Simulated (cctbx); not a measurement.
**Resonant diffraction in Ce3Gd2Tm3**

Space group P6_3/mcm (no. 193), a = 9.2380 Å, b = 9.2380 Å, c = 6.5970 Å, α = 90.00°, β = 90.00°, γ = 120.00°.

```
atom  mult.    x       y    z  Ueq (Å²)
 Tm1      6    0  0.7544  1/4    0.0182
 Gd1      4  2/3     1/3  1/2    0.0158
 Ce1      6    0  0.4039  1/4    0.0243
```

The model was made for the exercise: a known structure type with other elements put in, its volume estimated, not relaxed; displacement parameters are assumed.

Calculated with cctbx: free-atom f′ and f″ from the Sasaki tables, no fine structure; amplitudes in electrons.

```csv
E (eV),F 2 0 0,F 1 1 2,F 2 1 2,F 2 1 0
8048,38.8,376.4,34.4,217.0
8398,35.7,378.1,30.3,215.4
8528,35.3,381.3,24.8,215.1
8588,33.2,380.4,21.9,213.0
8618,30.6,378.5,19.3,210.4
8633,27.9,376.3,17.1,207.6
8640,25.4,374.1,15.5,205.1
8644,22.8,371.8,14.0,202.4
8652,26.9,373.6,5.3,204.1
8656,29.7,376.6,8.5,207.5
8663,32.1,379.2,11.3,210.5
8678,34.8,382.2,14.2,213.7
8708,37.6,385.3,16.9,217.0
8798,41.3,389.9,19.9,221.3
9048,45.2,395.8,21.7,226.0
```

**Question.** Which edge is crossed, and why do the reflections move as they do?

The L3 edge of Tm. The edge is at 8648 eV. f′ of Tm falls from -12.0 e at 8528 eV to -19.0 e at 4 eV below it, and f″ steps from 3.73 to 10.55 e across it. Over that approach |F| changes by -35 % (2 0 0), -2 % (1 1 2), -44 % (2 1 2) and -6 % (2 1 0): a reflection falls where Tm scatters in phase with the total and rises where it scatters against it; it hardly moves where the Tm term is small or cancels by symmetry. Above the edge the larger f″ enters the imaginary part, where it can add to or cancel the other atoms' f″. The structure is centrosymmetric, so Friedel mates stay equal.

[Logs are printed without paths, hosts, clocks, repeated set-up lines and the standing remarks that a program may print on its own settings, such as how far it seeks lower states.]
